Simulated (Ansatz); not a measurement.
## SnO (model cell, started as CsCl type): following an unstable mode

Wanted: the energy along a soft mode of SnO (model cell, started as CsCl type) and the structure at the end.

Calculated with Ansatz 0.2.0; DFT PBEsol, scalar-relativistic, plane waves, PAW.

This is a report of a sequence of runs, with most program output left out.

The structure was built from a prototype and need not be the compound's stable phase.

### Step 1. Set-up

Symmetry: Pm-3m, No. 221, cubic system. Conventional cell: a = 3.081 Å, b = 3.081 Å, c = 3.081 Å, α = 90.00°, β = 90.00°, γ = 90.00°. Nearest to Sn lie 8 O at 2.67 Å. Nearest to O lie 8 Sn at 2.67 Å. Farther neighbours and most contacts between anions are not listed.

### Step 2. Response at finite wavevector

The cell comes from relaxations at this level that are not shown. Stability and thermal properties need the whole zone. Linear response on a 4×4×4 q mesh gives force constants as far as a supercell of that size would.

input.yaml

```yaml
crystal:
  lattice:
    - [3.0805550157, 0.0, 0.0]
    - [0.0, 3.0805550157, 0.0]
    - [0.0, 0.0, 3.0805550157]
  atoms:
    - { symbol: Sn, position: [0.0, 0.0, 0.0] }
    - { symbol: O, position: [0.5, 0.5, 0.5] }
kpoints:
  mp_grid: { grid: [12, 12, 12] }
hamiltonian:
  xc: pbesol
scf:
  occupations: { method: methfessel_paxton, width: 0.15 }
output:
  eigenvalues: true
phonons:
  method: dfpt
  qmesh: [4, 4, 4]
  temperatures: { t_max: 1000, t_step: 50 }
  qpath:
    path:
      - [[0.0, 0.0, 0.0], [0.0, 0.5, 0.0], [0.5, 0.5, 0.0], [0.0, 0.0, 0.0], [0.5, 0.5, 0.5], [0.0, 0.5, 0.0]]
      - [[0.5, 0.5, 0.5], [0.5, 0.5, 0.0]]
    npoints: 10
```

Started as:

```
$ ansatz run input.yaml --threads 4 --pin off --max-ram 7168MiB --backend cpu --events-out ev --progress --plain --runs-dir out
```

It took 2.5 min on 4 threads of Arm Neoverse V2, shared host; peak memory 1.3 GiB; 9.6 min of CPU time.

Numbers from this step:

```yaml
volume_per_atom: 14.62 Å³
gap_on_the_k_mesh: 0 eV
sum_rule_residual_before_enforcement: 1.05e-4 eV/Å²
lowest_frequency_on_the_path: -282.8 cm⁻¹
point_group: m-3m
highest_frequency_on_the_path_or_at_a_solved_wavevector: 329.7 cm⁻¹
highest_optical_mode_at_the_zone_centre_no_lo_to_term: -268.7 cm⁻¹
lowest_optical_zone_centre_mode: -268.7 cm⁻¹
lowest_mode_on_the_q_mesh_acoustic_modes_at_gamma_apart: -282.8 cm⁻¹
```

Frequencies (cm⁻¹) solved at each irreducible wavevector; negative means imaginary. Frequencies by wavevector, by row:

| q in reciprocal lattice units | star | mode 1 | mode 2 | mode 3 | mode 4 | mode 5 | mode 6 |
| --- | --- | --- | --- | --- | --- | --- | --- |
| 0 0 0 | 1 | -268.7 | -268.7 | -268.7 | 0 | 0 | 0 |
| 0 0 0.25 | 6 | -187.5 | -187.5 | -25.6 | -25.6 | 130.4 | 268 |
| 0 0 -0.5 | 3 | -96.5 | -96.5 | 44.3 | 44.3 | 187.8 | 322.9 |
| 0 0.25 0.25 | 12 | -264.8 | -166.4 | -57.3 | 105.4 | 118.8 | 255 |
| 0 0.25 -0.5 | 12 | -153.4 | -108.6 | -104.7 | -83 | 168.2 | 174 |
| 0 -0.5 -0.5 | 3 | -282.8 | -282.8 | -166.7 | -121 | 146.8 | 146.8 |
| 0.25 0.25 0.25 | 8 | -122.8 | -122.8 | -95.5 | 111.5 | 111.5 | 158 |
| 0.25 0.25 -0.5 | 12 | -221.7 | -146 | 44.2 | 143.5 | 157.1 | 203.7 |
| 0.25 -0.5 -0.5 | 6 | 28.8 | 55.5 | 55.5 | 162.3 | 164.3 | 164.3 |
| -0.5 -0.5 -0.5 | 1 | 121.5 | 121.5 | 121.5 | 255.1 | 255.1 | 255.1 |

Interpolated from a 4×4×4 q mesh. The phonon branches at the labelled points (cm⁻¹):

| point | branch 1 | branch 2 | branch 3 | branch 4 | branch 5 | branch 6 |
| --- | --- | --- | --- | --- | --- | --- |
| Γ | -269 | -269 | -269 | 0 | 0 | 0 |
| halfway | -188 | -188 | -26 | -26 | 130 | 268 |
| X | -96 | -96 | 44 | 44 | 188 | 323 |
| halfway | -153 | -109 | -105 | -83 | 168 | 174 |
| M | -283 | -283 | -167 | -121 | 147 | 147 |
| halfway | -265 | -166 | -57 | 105 | 119 | 255 |
| Γ | -269 | -269 | -269 | 0 | 0 | 0 |
| halfway | -123 | -123 | -96 | 112 | 112 | 158 |
| R | 122 | 122 | 122 | 255 | 255 | 255 |
| halfway | -222 | -146 | 44 | 144 | 157 | 204 |
| X | -96 | -96 | 44 | 44 | 188 | 323 |
| jump to R | 122 | 122 | 122 | 255 | 255 | 255 |
| halfway | 29 | 56 | 56 | 162 | 164 | 164 |
| M | -283 | -283 | -167 | -121 | 147 | 147 |

Symmetry leaves 10 wavevectors to solve. The lowest mode among them, the acoustic zeros apart, lies at q = (0, -0.5, -0.5) and is imaginary, 282.8i cm⁻¹, so the energy falls along it.

### Step 3. The mode frozen in, largest atomic shift 0 Å

The mode followed lies at Γ with frequency 268.7i cm⁻¹ and is 3-fold degenerate, one of the unstable modes though not the softest. At small amplitude the distorted cell has space group no. 99 by a symmetry search on the positions. The undistorted cell that holds it gives the zero of energy on the same k mesh.

input.yaml, the sections that differ from step 2:

```yaml
output:
  forces: true
  stress: true
  eigenvalues: true
# crystal, kpoints, hamiltonian, scf: as in step 2
# phonons: removed
```

The job ended after 0.55 s (4 threads; peak memory 0.31 GiB).

Numbers from this step:

```yaml
pressure: -0.001189 GPa
energy_from_the_undistorted_cell: 0 meV/atom
```

The run ends at a pressure of 0.00 GPa.

### Step 4. The mode frozen in, largest atomic shift 0.6 Å

The atoms are moved along the unstable eigenvector, the largest shift by 0.6 Å, with the cell fixed.

input.yaml, the sections that differ from step 3:

```yaml
crystal:
  lattice:
    - [3.0805550157, 0.0, 0.0]
    - [0.0, 3.0805550157, 0.0]
    - [0.0, 0.0, 3.0805550157]
  atoms:
    - { symbol: Sn, position: [0.0, 0.0262499097, 0.0] }
    - { symbol: O, position: [0.5, 0.3052299027, 0.5] }
# kpoints, hamiltonian, scf, output: as in step 3
```

Elapsed: 1.7 s, on 4 threads; peak memory 0.38 GiB; 6.1 s of CPU time.

This step gave:

| Property | Result |
| --- | --- |
| pressure | 5.259 GPa |
| energy from the undistorted cell | -225.0 meV/atom |

The energy, extrapolated to zero smearing, is -225.03 meV/atom against the undistorted cell.

The run ends at a pressure of 5.26 GPa, with forces up to 0.52 eV/Å.

### Step 5. Energy along the mode, all amplitudes (two of the runs are shown above)

An imaginary frequency means negative curvature, so the energy should fall and then rise again as anharmonic terms take over.

This step gave:

```yaml
depth_at_the_lowest_point_sampled: 225.0 meV/atom
largest_atomic_shift_at_that_point: 0.6 Å
```

Table of energy from the parent by largest atomic shift:

| largest atomic shift (Å) | energy from the parent (meV/atom) |
| --- | --- |
| 0.000 | 0 |
| 0.040 | -1.92 |
| 0.080 | -7.63 |
| 0.140 | -22.8 |
| 0.220 | -53.3 |
| 0.320 | -102 |
| 0.450 | -167 |
| 0.600 | -225 |

Displacement at unit largest shift by atom:

| atom | x (Å) | y (Å) | z (Å) | size |
| --- | --- | --- | --- | --- |
| Sn1 | 0.00 | 0.14 | 0.00 | 0.14 |
| O2 | 0.00 | -1.00 | 0.00 | 1.00 |

The lowest of the steps tried is the last one, at 0.6 Å, 225 meV/atom below the parent; the bottom of the well need not coincide with a step.

### Step 6. Relaxation from the frozen mode

Starting from the lowest point found, all atoms and the cell are let go, so that strain and other modes of the same symmetry can join in.

Changes to input.yaml since step 4:

```diff
@@ -18 +18,6 @@
   eigenvalues: true
+relax:
+  adjacent_minimum: "off"
+  f_tol: 0.002
+  max_steps: 120
+  cell: { stress_tol: 0.03 }
```

Wall time 23 s (4 threads); peak memory 0.42 GiB; 90 s of CPU time.

Relaxation path:

| step | energy less that of the first step (eV) | largest force component (eV/Å) | pressure (GPa) | volume (Å³) |
| --- | --- | --- | --- | --- |
| 1 | 0.0000 | 0.5165 | 5.26 | 29.23 |
| 2 | -0.0922 | 0.2703 | -2.91 | 32.55 |
| 3 | -0.1032 | 0.2311 | -2.50 | 32.38 |
| 4 | -0.1475 | 0.1721 | -0.87 | 31.35 |
| 5 | -0.1830 | 0.0153 | 1.99 | 30.44 |
| 6 | -0.1846 | 0.0023 | -0.34 | 31.07 |
| 7 | -0.1850 | 0.0006 | 0.00 | 31.03 |
| 8 | -0.1849 | 0.0002 | 0.00 | 31.04 |
| 9* | -0.1968 | 0.0002 | 0.47 | 31.04 |
| 10 | -0.1967 | 0.0002 | 0.04 | 31.13 |
| 11 | -0.1966 | 0.0001 | 0.00 | 31.15 |
| 12* | -0.1970 | 0.0000 | 0.00 | 31.15 |

Relaxation steps marked * repeat the geometry before them on a plane-wave basis chosen anew for their cell, so energy and pressure can jump there.

Forces are held to the 8 operations that the run works with; a distortion that breaks them can't arise in this run.

| cell as run | before | after | change |
| --- | --- | --- | --- |
| a (Å) | 3.081 | 3.232 | +4.9 % |
| b (Å) | 3.081 | 2.981 | -3.2 % |
| c (Å) | 3.081 | 3.232 | +4.9 % |
| volume (Å³/atom) | 14.62 | 15.57 | +6.5 % |

The atoms that moved most (Å, as changes of fractional coordinates times the final cell):

| atom | dx | dy | dz | length |
| --- | --- | --- | --- | --- |
| Sn1 | 0.000 | 0.416 | 0.000 | 0.416 |
| O2 | 0.000 | -0.416 | 0.000 | 0.416 |

The relaxed structure:

```xyz
2
Lattice="3.2321 0.0000 0.0000 0.0000 2.9815 0.0000 0.0000 0.0000 3.2321" Properties=species:S:1:pos:R:3 pbc="T T T"
Sn    0.0000    0.4941    0.0000
O     1.6160    0.4942    1.6160
```

This step gave:

* pressure: 0.002040 GPa
* volume per atom: 15.57 Å³

The distorted start has space group P4mm; the relaxation ends in P4/mmm.

### Step 7. The new phase in its own primitive cell

The relaxed structure is symmetrised, reduced to its primitive cell and relaxed tightly, as its phonons need.

input.yaml, the sections that differ from step 6:

```yaml
crystal:
  lattice:
    - [3.2320690104, 0.0, 0.0]
    - [0.0, 3.2320690104, 0.0]
    - [0.0, 0.0, 2.9814501676]
  atoms:
    - { symbol: Sn, position: [0.0, 0.0, 0.5] }
    - { symbol: O, position: [0.5, 0.5, 0.5] }
relax:
  adjacent_minimum: "off"
  f_tol: 0.001
  max_steps: 60
  cell: { stress_tol: 0.01 }
# kpoints, hamiltonian, scf, output: as in step 6
```

Run time: 2.4 s. Hardware: 4 threads; peak memory 0.38 GiB.

Little changed from the start: no atom moved by 0.005 Å and no cell edge by 0.1 %.

This step gave:

* pressure: 0.002039 GPa

The forces vanish by symmetry and the pressure is 0.002 GPa, within the tolerances set. The cell now holds 15.57 Å³/atom.

### Step 8. Modes of the new phase

A relaxed structure may still be a saddle point, so its zone-centre modes are computed. No field response is asked, since the mesh shows no gap.

input.yaml, the sections that differ from step 7:

```yaml
output:
  eigenvalues: true
phonons:
  method: dfpt
# crystal, kpoints, hamiltonian, scf: as in step 7
# relax: removed
```

The job ended after 13 s (4 threads; peak memory 0.72 GiB; 49 s of CPU time).

This step gave:

* sum-rule residual before enforcement: 7.70e-5 eV/Å²
* point group: 4/mmm
* highest optical mode at the zone centre (no LO-TO term): 88.58 cm⁻¹
* lowest optical zone-centre mode: 82.07 cm⁻¹

Patterns of degenerate modes are one choice out of their space. The modes at Γ (shares of kinetic energy by element, %):

| mode | frequency (cm⁻¹) | symmetry | Sn % | O % |
| --- | --- | --- | --- | --- |
| 1 | 0.0 | acoustic | 88 | 12 |
| 2 | 0.0 | acoustic | 88 | 12 |
| 3 | 0.0 | acoustic | 88 | 12 |
| 4 | 82.1 | Eu | 12 | 88 |
| 5 | 82.1 | Eu | 12 | 88 |
| 6 | 88.6 | A2u | 12 | 88 |

Displacements in mode 5 (82.1 cm⁻¹), the largest set to 1:
```
Sn1 -0.13  0.00  0.00
O2   1.00  0.00  0.00
```

Displacements in mode 6 (88.6 cm⁻¹), the largest set to 1:
```
Sn1  0.00  0.00 -0.13
O2   0.00  0.00  1.00
```

Before it was imposed, the acoustic sum rule was missed by 7.7e-5 eV/Å². Small misses are needed for a sound result but don't prove that mesh and cutoff are converged. The lowest optical mode is real, 82.1 cm⁻¹.

### Step 9. Summary of results

```
unstable mode of the parent                                                      : q = (0, 0, 0), 269i cm⁻¹
depth at the lowest point sampled                                                : 225 meV/atom
largest atomic shift at that point                                               : 0.6 Å
space group reached (within 0.01 Å)                                              : P4/mmm
energy gained over the parent (first relaxation, on the mesh of the frozen mode) : 324 meV/atom
volume per atom, phase reached                                                   : 15.6 Å³
lowest optical zone-centre mode, phase reached                                   : 82.1 cm⁻¹
highest optical mode at the zone centre (no LO-TO term), phase reached           : 88.6 cm⁻¹
```

**Reading.** Along this mode the structure falls into P4/mmm, 324 meV/atom below the parent. At the parent's cell the well is 225.0 meV/atom deep on the steps tried, with its lowest point at a shift of 0.6 Å. That is the last step tried, so the steps alone don't bracket the bottom of the well. Relaxing atoms and cell changes the gain by +98.53 meV/atom against the lowest step (energies at zero smearing). The new phase has no imaginary mode at the zone centre of its cell; other wavevectors were not checked. Of the 6 patterns followed to their end from this parent, this one ends 67.3 meV/atom above the lowest, R3m. Another end point lies within 1 meV/atom; how such a difference moves with mesh and cutoff was not tested. Each path keeps the symmetry of its pattern, so a lower phase may lie along a pattern not tried. With no gap, or one that is small against the smearing, the frequencies hang on the k mesh and the smearing, most of all near Kohn anomalies. A semilocal functional can close a gap that the real compound would have, so the metallic treatment may be an artefact of the level. Spin-orbit coupling is left out, which can matter for the heavy elements here. The starting cell was built on a prototype and not taken from a measurement, so the phase need not exist.

[Logs are printed without paths, hosts, clocks, repeated set-up lines and the standing remarks that a program may print on its own settings, such as how far it seeks lower states.]

[Hosts, paths, dates, database ids (printed as entryN), source tags and the programs' standing remarks are cut or masked in the printed files.]
